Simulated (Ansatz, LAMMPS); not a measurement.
## Localised basis functions on Zn2+ BF4- in dimethoxyethane and tetrahydrofuran at 480 K (85 atoms)

Aim: test how closely localised support functions follow the reference on Zn2+ BF4- in dimethoxyethane and tetrahydrofuran at 480 K (85 atoms), and at what cost. A setting counts as converged where the r.m.s. difference of forces stays under 1 % of the r.m.s. force.

Calculated with Ansatz 0.2.0; Kohn-Sham DFT, PBE+D4, PAW (set soft_2), plane waves.

### Step 1. The structure

The cell holds 85 atoms: 20 C, 8 O, 46 H, 2 B, 8 F and 1 Zn. Its edges and angles: a = 10.026 Å, b = 10.026 Å, c = 10.026 Å, α = 90.0°, β = 90.0°, γ = 90.0°. 3 dimethoxyethane, 2 tetrahydrofuran, 1 Zn2+, 2 BF4- placed at random, at 1.08 g/cm³; overlaps pushed apart, then 10 ps at 550 K with stiff harmonic cages for PF6 and BF4 with UFF radii; divalent ions of Li, Roberts, Chakravorty and Merz (J. Chem. Theory Comput. 9, 2733 (2013)); MMFF94 bonds, angles, torsions, charges and radii (Halgren, J. Comput. Chem. 17, 490 (1996)) in harmonic and 12-6 forms; charges of ions scaled by 0.8. Snapshot after 30 ps at 480 K and fixed volume.

Before any run, some limits are plain. The network of contacts between molecules at the start is that of the classical potential that made the cell, and needn't be the one that DFT or experiment would give. The density was typed from a rule of thumb and may lie off the real one at this temperature. Only the Γ point is sampled, in a cell whose shortest periodic width is 10 Å.

### Step 2. Making the structure

A classical potential makes the cell, at a small fraction of what the same run would cost in DFT.

This step: classical MD, stiff harmonic cages for PF6 and BF4 with UFF radii; divalent ions of Li, Roberts, Chakravorty and Merz (J. Chem. Theory Comput. 9, 2733 (2013)); MMFF94 bonds, angles, torsions, charges and radii (Halgren, J. Comput. Chem. 17, 490 (1996)) in harmonic and 12-6 forms; charges of ions scaled by 0.8 (LAMMPS 22 Jul 2025 - Update 4).

Input file in.lmp:

```
# Zn2+ BF4- in dimethoxyethane and tetrahydrofuran
units real
atom_style full
boundary p p p
bond_style harmonic
angle_style harmonic
dihedral_style opls
improper_style harmonic
special_bonds lj 0 0 0.5 coul 0 0 0.75
read_data data.lmp
neigh_modify delay 0 every 1 check yes one 4000
comm_modify cutoff 12.0
timestep 0.5
thermo_style custom step time temp pe press density
thermo_modify norm yes
# push overlapping molecules apart
pair_style soft 2.6
pair_coeff * * 0.0
variable a equal ramp(1,60)
fix ad all adapt 1 pair soft a * * v_a
velocity all create 550 8910 mom yes dist gaussian
fix lim all nve/limit 0.03
fix lan all langevin 550 550 50 8911 zero yes
thermo 1000
run 3000 post no
unfix ad
pair_style lj/cut/coul/long 9.0
pair_modify mix arithmetic tail yes
pair_coeff 1 1 0.0678 3.3680   # C
pair_coeff 2 2 0.0763 3.0430   # O
pair_coeff 3 3 0.0216 2.5400   # H
pair_coeff 4 4 0.1800 3.6375   # B
pair_coeff 5 5 0.0500 2.9970   # F
pair_coeff 6 6 0.0035 2.2736   # Zn
# [... 18 lines left out ...]
compute msd all msd com yes
thermo 7500
fix md all nvt temp 480 480 100
run 30000 post no
print "== T480: mean square displacement over the hold $(c_msd[4]:%.2f) A^2"
unfix md
uncompute msd
write_dump all custom T480.dump id type xs ys zs modify sort id
```

Command:

```
lmp -in in.lmp -log none -nocite
```

Log:

```text
LAMMPS (22 Jul 2025 - Update 4)
Reading data file ...
  orthogonal box = (0 0 0) to (10.02554 10.02554 10.02554)
  85 atoms
  orthogonal box = (0 0 0) to (10.02554 10.02554 10.02554)
  91 bonds
  128 angles
  129 dihedrals
WARNING: Bond/angle/dihedral extent > half of periodic box length
   Step          Time           Temp          PotEng         Press         Density
         0   0              550            0.49916139     1049.9712      1.0770007
      1000   500            502.24635      1.9841237      6208.0381      1.0770007
      2000   1000           523.26306      1.9400802      14268.958      1.0770007
[... 45 lines left out ...]
Loop time of 1.60602 s on 1 MPI rank(s) for 5000 steps with 85 atoms
WARNING: Bond/angle/dihedral extent > half of periodic box length
   Step          Time           Temp          PotEng         Press         Density
[... 2 lines left out ...]
     30000   29000          483.53583     -3.0288786     -3943.0039      1.0770007
     37500   36500          479.00677     -2.7446701     -15796.454      1.0770007
     45000   44000          407.33095     -2.9221115     -11968.744      1.0770007
     47000   46000          470.13016     -2.6812214     -8210.916       1.0770007
WARNING: Bond/angle/dihedral extent > half of periodic box length
Loop time of 9.66427 s on 1 MPI rank(s) for 30000 steps with 85 atoms
== T480: mean square displacement over the hold 12.48 A^2
```

Wall time 16 s (1 thread of Intel Xeon Platinum 8375C at 2.90GHz (Ice Lake), shared host); peak memory 0.12 GiB.

The input also reads data.lmp (atoms, bonds and types; not printed here).

### Step 3. Plane-wave single point

The first run uses the default basis; a harder plane-wave run follows as the reference for the support functions.

Input file input.yaml:

```yaml
crystal:
  lattice:
    - [10.02554, 0.0, 0.0]
    - [0.0, 10.02554, 0.0]
    - [0.0, 0.0, 10.02554]
  atoms:
    - { symbol: C, position: [0.53651, 0.09636, 0.04593] }
    - { symbol: O, position: [0.63994, 0.14142, 0.14104] }
    - { symbol: C, position: [0.59744, 0.10488, 0.27462] }
    - { symbol: C, position: [0.71314, 0.15075, 0.36183] }
    - { symbol: O, position: [0.83285, 0.14265, 0.27807] }
    - { symbol: C, position: [0.94549, 0.10998, 0.3548] }
    - { symbol: H, position: [0.49266, 0.18296, 0.99222] }
    - { symbol: H, position: [0.59632, 0.04037, 0.97232] }
    - { symbol: H, position: [0.46113, 0.04232, 0.09643] }
    - { symbol: H, position: [0.49943, 0.15408, 0.30597] }
    - { symbol: H, position: [0.59008, 0.99674, 0.28969] }
    - { symbol: H, position: [0.70924, 0.25156, 0.38365] }
    - { symbol: H, position: [0.72279, 0.08024, 0.45667] }
    - { symbol: H, position: [0.94333, 0.18898, 0.43508] }
    - { symbol: H, position: [0.0349, 0.10984, 0.28636] }
    - { symbol: H, position: [0.91959, 0.008, 0.39716] }
    - { symbol: C, position: [0.54305, 0.60298, 0.6951] }
    - { symbol: O, position: [0.41733, 0.60704, 0.75791] }
    - { symbol: C, position: [0.39578, 0.73947, 0.82343] }
    - { symbol: C, position: [0.46332, 0.72878, 0.95613] }
    - { symbol: O, position: [0.39451, 0.63514, 0.02641] }
    - { symbol: C, position: [0.27635, 0.69881, 0.09426] }
    - { symbol: H, position: [0.6299, 0.55997, 0.74687] }
    - { symbol: H, position: [0.52837, 0.54804, 0.60398] }
    - { symbol: H, position: [0.57507, 0.70452, 0.66703] }
    - { symbol: H, position: [0.42388, 0.82281, 0.7596] }
    - { symbol: H, position: [0.282, 0.73522, 0.8319] }
    - { symbol: H, position: [0.55728, 0.69476, 0.94418] }
    - { symbol: H, position: [0.46957, 0.8273, 0.01114] }
    - { symbol: H, position: [0.26719, 0.8055, 0.07353] }
    - { symbol: H, position: [0.28783, 0.68631, 0.20265] }
    - { symbol: H, position: [0.18066, 0.64726, 0.06605] }
    - { symbol: C, position: [0.10073, 0.25231, 0.00494] }
    - { symbol: O, position: [0.9954, 0.26532, 0.10849] }
    - { symbol: C, position: [0.01658, 0.37685, 0.1932] }
    - { symbol: C, position: [0.90128, 0.47311, 0.14043] }
    - { symbol: O, position: [0.78602, 0.37851, 0.15299] }
    - { symbol: C, position: [0.67878, 0.43726, 0.07509] }
    - { symbol: H, position: [0.20771, 0.25607, 0.04568] }
    - { symbol: H, position: [0.09698, 0.15581, 0.95905] }
    - { symbol: H, position: [0.07019, 0.33706, 0.94234] }
    - { symbol: H, position: [0.01399, 0.34713, 0.29287] }
    - { symbol: H, position: [0.1145, 0.41771, 0.16975] }
    - { symbol: H, position: [0.88375, 0.54763, 0.20884] }
    - { symbol: H, position: [0.92991, 0.52422, 0.04763] }
    - { symbol: H, position: [0.69896, 0.457, 0.96519] }
    - { symbol: H, position: [0.63659, 0.52979, 0.12975] }
    - { symbol: H, position: [0.59849, 0.37193, 0.06742] }
    - { symbol: C, position: [0.24563, 0.1788, 0.63452] }
    - { symbol: C, position: [0.22487, 0.03262, 0.649] }
    - { symbol: C, position: [0.34795, 0.9755, 0.57493] }
    - { symbol: O, position: [0.36895, 0.06584, 0.46441] }
    - { symbol: C, position: [0.29568, 0.18479, 0.4914] }
    - { symbol: H, position: [0.17289, 0.25187, 0.65371] }
    - { symbol: H, position: [0.33783, 0.20863, 0.68271] }
    - { symbol: H, position: [0.24081, 0.00686, 0.74934] }
    - { symbol: H, position: [0.13056, 0.99375, 0.59587] }
    - { symbol: H, position: [0.3376, 0.87269, 0.54501] }
    - { symbol: H, position: [0.43608, 0.98133, 0.63701] }
    - { symbol: H, position: [0.22458, 0.16979, 0.4211] }
    - { symbol: H, position: [0.3709, 0.27157, 0.47403] }
    - { symbol: C, position: [0.04188, 0.57009, 0.71543] }
    - { symbol: C, position: [0.10799, 0.65798, 0.61367] }
    - { symbol: C, position: [0.17004, 0.56665, 0.50222] }
    - { symbol: O, position: [0.08698, 0.4465, 0.5102] }
    - { symbol: C, position: [0.99067, 0.4685, 0.61105] }
    - { symbol: H, position: [0.12181, 0.53339, 0.78477] }
    - { symbol: H, position: [0.96281, 0.6092, 0.77773] }
    - { symbol: H, position: [0.02174, 0.70491, 0.56697] }
    - { symbol: H, position: [0.18215, 0.73208, 0.64811] }
    - { symbol: H, position: [0.26958, 0.53, 0.53113] }
    - { symbol: H, position: [0.16091, 0.60064, 0.3961] }
    - { symbol: H, position: [0.98698, 0.38062, 0.67462] }
    - { symbol: H, position: [0.90317, 0.50539, 0.56452] }
    - { symbol: B, position: [0.7866, 0.21618, 0.79243] }
    - { symbol: F, position: [0.91422, 0.17394, 0.74831] }
    - { symbol: F, position: [0.81284, 0.22931, 0.9291] }
    - { symbol: F, position: [0.69121, 0.12046, 0.80211] }
    - { symbol: F, position: [0.71383, 0.3298, 0.75193] }
    - { symbol: B, position: [0.93087, 0.8932, 0.03588] }
    - { symbol: F, position: [0.97367, 0.84012, 0.16437] }
    - { symbol: F, position: [0.80401, 0.83196, 0.01022] }
    - { symbol: F, position: [0.03864, 0.85608, 0.95173] }
    - { symbol: F, position: [0.8949, 0.02069, 0.05739] }
    - { symbol: Zn, position: [0.82329, 0.19257, 0.10433] }
kpoints:
  mp_grid: { grid: [1, 1, 1] }
hamiltonian:
  xc: pbe
  dispersion: d4
scf:
  occupations: { method: fixed }
output:
  forces: true
  stress: true
  populations: true
  dos:
    method: { smearing: { sigma: 0.1 } }
    de: 0.1
    projected: { site_lists: { B: [B], C: [C], F: [F], H: [H], O: [O] } }
  eigenvalues: true
  write_density: true
  write_potential: true
  volumetric_format: npy
  elf: true
```

Command:

```
ansatz run input.yaml --threads 8 --pin off --max-ram 15872MiB --backend cpu --events-out ev --progress --plain --runs-dir out
```

Log:

```text
Engine: ansatz 0.2.0, x86_64-unknown-linux-gnu
Pseudopotentials: kind: paw
Pseudopotential: C, paw, valence charge 4, recommended cutoff 420 eV (normal), C.paw.azcp
Pseudopotential: O, paw, valence charge 6, recommended cutoff 420 eV (normal), O.paw.azcp
Pseudopotential: H, paw, valence charge 1, recommended cutoff 420 eV (normal), H.paw.azcp
Pseudopotential: B, paw, valence charge 3, recommended cutoff 420 eV (normal), B.paw.azcp
Pseudopotential: F, paw, valence charge 7, recommended cutoff 420 eV (normal), F.paw.azcp
Pseudopotential: Zn, paw, valence charge 12, recommended cutoff 420 eV (normal), Zn.paw.azcp
[... 5 lines on functional and potentials left out ...]
Crystal: 85 atoms, lattice volume = 1007.682 Å³
Basis set: ecut = 420 eV, 19597 PW (Γ), exchange–correlation on 144×144×144 points (8 copies of the dense FFT grid, shifted against one another)
Bands: 209, of which v1, the nominal top of the filled ones, is band 124 counted from 1 (123 counted from 0)
Symmetry: 1 space group operations
Space group: P1 (ITA 1), of the structure as read, at distance tolerance 1.0e-4 Å
k-points: 1
[... 13 lines on functional and potentials left out ...]
Initial density: superposition of atomic densities (neutral atoms: chi_scale 0, normalization atom), corrected by the library's trained network
Initial wavefunctions: pseudopotential atomic-orbital guess
Functional: x = pbe(κ = 0.804, μ = 0.219515), c = pbe(β = 0.066725)
SCF iter   1: F=—  HF=-20391.427924 eV  |F-HF|=—  |Δ(HF+E_count)|=         —  Δρ=5.51e-3  dr2=5.26e-1  ethr=1.77e-3  ⟨swp⟩=5.0  Hψ=720  notcnv=0  defer=83
preconditioner: auto → Resta (q_TF=auto, 2.160 Å⁻¹)  ε∞=2.3  [insulator: Δε(μ)=4.628 eV  Ē_g=16.035 eV  n_scr=170 (ndim 8)  ℏωp=18.2 eV  f_vac=0.355  ε∞_Penn≈2.3]
SCF iter   2: F=—  HF=-20391.307905 eV  |F-HF|=—  |Δ(HF+E_count)|=   1.20e-1  Δρ=2.97e-3  dr2=1.33e-1  ethr=2.12e-4  ⟨swp⟩=2.0  Hψ=262  notcnv=0  defer=83
SCF iter   3: F=—  HF=-20391.283766 eV  |F-HF|=—  |Δ(HF+E_count)|=   2.41e-2  Δρ=1.53e-3  dr2=3.89e-2  ethr=5.35e-5  ⟨swp⟩=3.0  Hψ=247  notcnv=0  defer=83
SCF iter   4: F=—  HF=-20391.273853 eV  |F-HF|=—  |Δ(HF+E_count)|=   9.91e-3  Δρ=5.63e-4  dr2=4.71e-3  ethr=1.57e-5  ⟨swp⟩=2.0  Hψ=354  notcnv=0  defer=83
SCF iter   5: F=—  HF=-20391.272705 eV  |F-HF|=—  |Δ(HF+E_count)|=   1.15e-3  Δρ=2.03e-4  dr2=4.84e-4  ethr=1.90e-6  ⟨swp⟩=2.0  Hψ=245  notcnv=0  defer=83
SCF iter   6: F=—  HF=-20391.272646 eV  |F-HF|=—  |Δ(HF+E_count)|=   5.93e-5  Δρ=8.80e-5  dr2=7.11e-5  ethr=1.95e-7  ⟨swp⟩=2.0  Hψ=245  notcnv=0  defer=83
SCF iter   7: F=—  HF=-20391.273624 eV  |F-HF|=—  |Δ(HF+E_count)|=   9.78e-4  Δρ=4.02e-5  dr2=1.36e-5  ethr=2.87e-8  ⟨swp⟩=2.0  Hψ=322  notcnv=0  defer=83
SCF iter   8: F=—  HF=-20391.273621 eV  |F-HF|=—  |Δ(HF+E_count)|=   3.16e-6  Δρ=1.04e-5  dr2=1.28e-6  ethr=5.47e-9  ⟨swp⟩=2.0  Hψ=244  notcnv=0  defer=83
SCF iter   9: F=—  HF=-20391.273620 eV  |F-HF|=—  |Δ(HF+E_count)|=   1.75e-7  Δρ=4.45e-6  dr2=2.03e-7  ethr=5.17e-10  ⟨swp⟩=2.0  Hψ=228  notcnv=0  defer=83
SCF iter  10: F=-20391.273620 eV  HF=-20391.273620 eV  |F-HF|=3.42e-8  |Δ(HF+E_count)|=   4.61e-8  Δρ=2.13e-6  dr2=4.13e-8  ethr=4.03e-11  ⟨swp⟩=23.0  Hψ=2193  notcnv=0
SCF 1 converged in 10 iterations: F = -20391.273620 eV  dr2 = 4.13e-8
  greatest PAW one-centre occupation: 0.995 electrons in one spin orbital (limit 2), on the Zn atom at site 84 (counted from 0), in its partial waves of l = 2
WARN: The output density's exchange-correlation potential varies sharply where the density is thin. Do not read a vacuum level from v_tot or v_xc, or from such a field of the output density. On a cell that repeats whose density bears no net charge and no dipole along the vacuum's axis use v_es (v_loc + v_h of the components); [...]
SCF converged after 10 iterations
Free energy (F): -20391.273620 eV
Harris-Foulkes:  -20391.273620 eV  (|F-HF|=3.42e-8)
Internal energy: -20391.273620 eV  (E = F + TS)
E sigma→0 (E₀):  -20391.273620 eV
Fermi energy:    -0.939236 eV
--- Per-component energies (eV) ---
  E_band       = -2202.758761
  E_kinetic    = 5763.014351
  E_local      = -31005.025055  (includes V_loc(G=0)·N_el)
  E_nonlocal   = 2242.574927
  E_hartree    = 12809.534087
  E_xc         = -2801.778071
  E_vxc        = -3418.738128  (∫ρ·V_xc dr)
  E_paw        = -6879.855223  (= ΣΔE_a)
  E_vpaw       = -1403.629160  (= ΣTr[D̂ρ^β])
  E_aug_tail   = -0.027510  (compensation charges beyond the density's cutoff)
  E_ewald      = -516.126980
  E_disp       = -3.584145  (pairwise vdW)
  E_smearing   = -0.000000  (= −TS)
  E_closure    = -0.000000  (closes the sum)
  Σ components = -20391.273620   (vs F -20391.273620, Δ=0.00e0)
--- Forces (eV/Å), atoms counted from 1 ---
  atom   1  C      1.92686563     1.10753593    -1.32967455
  atom   2  O     -3.69939898    -0.97962206     0.30778880
  atom   3  C      0.31661555     0.86464154     0.69253869
  atom   4  C      0.44177502    -2.76785313     0.49807409
  atom   5  O     -0.93305490    -1.32907039     2.94505758
  atom   6  C      0.09944995    -0.51175818     1.13180759
  atom   7  H      0.17125366    -0.16053574     0.38820359
  atom   8  H     -0.75137426    -0.22408994     0.13856846
  atom   9  H     -0.72508848    -0.77653640     0.55598332
  atom  10  H      1.18247923    -0.57289546    -0.53829426
  atom  11  H     -0.29965271    -0.13817660    -0.62752669
  atom  12  H     -0.42672953     2.19761806     1.13176580
  atom  13  H     -0.06898028     1.54651474    -1.71364396
  atom  14  H      0.98970196    -0.85797542    -0.26269532
[...]
atom  84  F      1.18715256     1.51865578    -0.87901727
  atom  85  Zn    -0.98754264    -0.41386722    -0.32016257
  max |Σ_I F_I| component: 1.86e-4 eV/Å
--- Stress (GPa, compression-positive) ---
        0.911652       0.942883       0.806962
        0.942886       3.843175      -0.226147
        0.806958      -0.226146       3.913539
  P = ⅓ Tr σ = 2.8895 GPa (28.895 kbar)
--- Band table (eV) ---
  k-point 0: bands = ["-26.3802", "-26.1636", "-24.4251", "-24.0473", [... 193 levels ...], "9.9696", "9.9981", "10.0580", "10.0818", "10.2203", "10.2656", "10.2749", "10.3734", "10.4573", "10.5367", "10.6326", "10.6471"]
--- Löwdin populations: 85 sites ---
  site symbol       q [e]
     0      C      4.2417
     1      O      6.4007
     2      C      4.0540
[...]
84     Zn     10.4191
  spilling = 0.011914 (of n_electrons = 248.000000)
```

It took 5.6 s on 8 threads of Intel Xeon Platinum 8375C at 2.90GHz (Ice Lake), shared host; peak memory 1.2 GiB.

The program notes that the exchange-correlation potential is rough where the density is thin.

Read from the output:

| Property | Result |
| --- | --- |
| free energy | -20391.2736 eV |
| free energy per atom | -239.8973 eV/atom |
| SCF cycles | 10 |
| pressure | 2.889 GPa |
| r.m.s. force component | 1.201 eV/Å |
| longest force | 4.705 eV/Å |
| Fermi energy | -0.9392 eV |
| gap (highest filled to lowest empty level) | 4.108 eV |
| spilling of the projection | 0.01191 |

The r.m.s. force component of 1.2 eV/Å sets the scale for the differences below.

### Step 4. Plane waves at 750 eV (750 eV)

A harder cutoff gives the support functions a reference with less basis error.

input.yaml, the sections that differ from step 3:

```yaml
output:
  forces: true
  eigenvalues: true
basis:
  ecutwfc: "750 eV"
# crystal, kpoints, hamiltonian, scf: as in step 3
```

Log:

```text
[...]
Crystal: 85 atoms, lattice volume = 1007.682 Å³
Basis set: ecut = 750 eV, 47089 PW (Γ), exchange–correlation on 180×180×180 points (8 copies of the dense FFT grid, shifted against one another)
Bands: 209, of which v1, the nominal top of the filled ones, is band 124 counted from 1 (123 counted from 0)
Symmetry: 1 space group operations
[...]
k-points: 1
[...]
SCF iter   1: F=—  HF=-20391.763517 eV  |F-HF|=—  |Δ(HF+E_count)|=         —  Δρ=5.60e-3  dr2=5.32e-1  ethr=1.77e-3  ⟨swp⟩=5.0  Hψ=874  notcnv=0  defer=83
[...]
SCF iter   3: F=—  HF=-20391.610868 eV  |F-HF|=—  |Δ(HF+E_count)|=   2.49e-2  Δρ=1.45e-3  dr2=3.64e-2  ethr=5.32e-5  ⟨swp⟩=3.0  Hψ=247  notcnv=0  defer=18
automatic band count: iteration 3 solves 144 bands in place of 209: the levels show a gap, and the empty bands left out lie too high to hold charge; the band table lists the bands solved (type scf.n_extra_bands for more)
SCF iter   4: F=—  HF=-20391.601706 eV  |F-HF|=—  |Δ(HF+E_count)|=   9.16e-3  Δρ=6.01e-4  dr2=4.90e-3  ethr=1.47e-5  ⟨swp⟩=3.0  Hψ=282  notcnv=0  defer=18
SCF iter   5: F=—  HF=-20391.600529 eV  |F-HF|=—  |Δ(HF+E_count)|=   1.18e-3  Δρ=2.09e-4  dr2=5.04e-4  ethr=1.98e-6  ⟨swp⟩=2.0  Hψ=245  notcnv=0  defer=18
[...]
SCF iter   9: F=—  HF=-20391.600502 eV  |F-HF|=—  |Δ(HF+E_count)|=   2.34e-7  Δρ=3.73e-6  dr2=1.57e-7  ethr=4.95e-10  ⟨swp⟩=2.0  Hψ=255  notcnv=0  defer=18
SCF iter  10: F=-20391.600502 eV  HF=-20391.600502 eV  |F-HF|=2.29e-8  |Δ(HF+E_count)|=   2.96e-8  Δρ=1.78e-6  dr2=2.74e-8  ethr=4.03e-11  ⟨swp⟩=16.0  Hψ=867  notcnv=0
SCF 1 converged in 10 iterations: F = -20391.600502 eV  dr2 = 2.74e-8
[...]
SCF converged after 10 iterations
Free energy (F): -20391.600502 eV
[...]
Internal energy: -20391.600502 eV  (E = F + TS)
E sigma→0 (E₀):  -20391.600502 eV
Fermi energy:    -0.940266 eV
[...]
Σ components = -20391.600502   (vs F -20391.600502, Δ=0.00e0)
--- Forces (eV/Å), atoms counted from 1 ---
  atom   1  C      1.92164450     1.10444500    -1.33587032
  atom   2  O     -3.69928135    -0.97868649     0.30629540
  atom   3  C      0.30709436     0.85809851     0.69434141
  atom   4  C      0.44502508    -2.76112304     0.50664255
[...]
atom  85  Zn    -0.98791558    -0.41292028    -0.32483275
  max |Σ_I F_I| component: 1.26e-4 eV/Å
--- Band table (eV) ---
[...]
```

The job ended after 5.3 s (8 threads; peak memory 2.2 GiB).

Forces differ from the reference by 5.2 meV/Å r.m.s., 0.44 % of their size, within a tolerance of 1 %; the energy by -3.8 meV/atom.

(Continued in part 2 of 3.)

[Long decimals in the printed logs are rounded to 6 places.]

[Logs are printed without paths, hosts, clocks, repeated set-up lines and the standing remarks that a program may print on its own settings, such as how far it seeks lower states.]

[Hosts, paths, dates, database ids (printed as entryN), source tags and the programs' standing remarks are cut or masked in the printed files.]

[The MMFF94 radii named for the starting cell were scaled by 0.96; in molecules described by MMFF94, hydrogen bound to N, O or S took a small fixed 12-6 site in their place.]
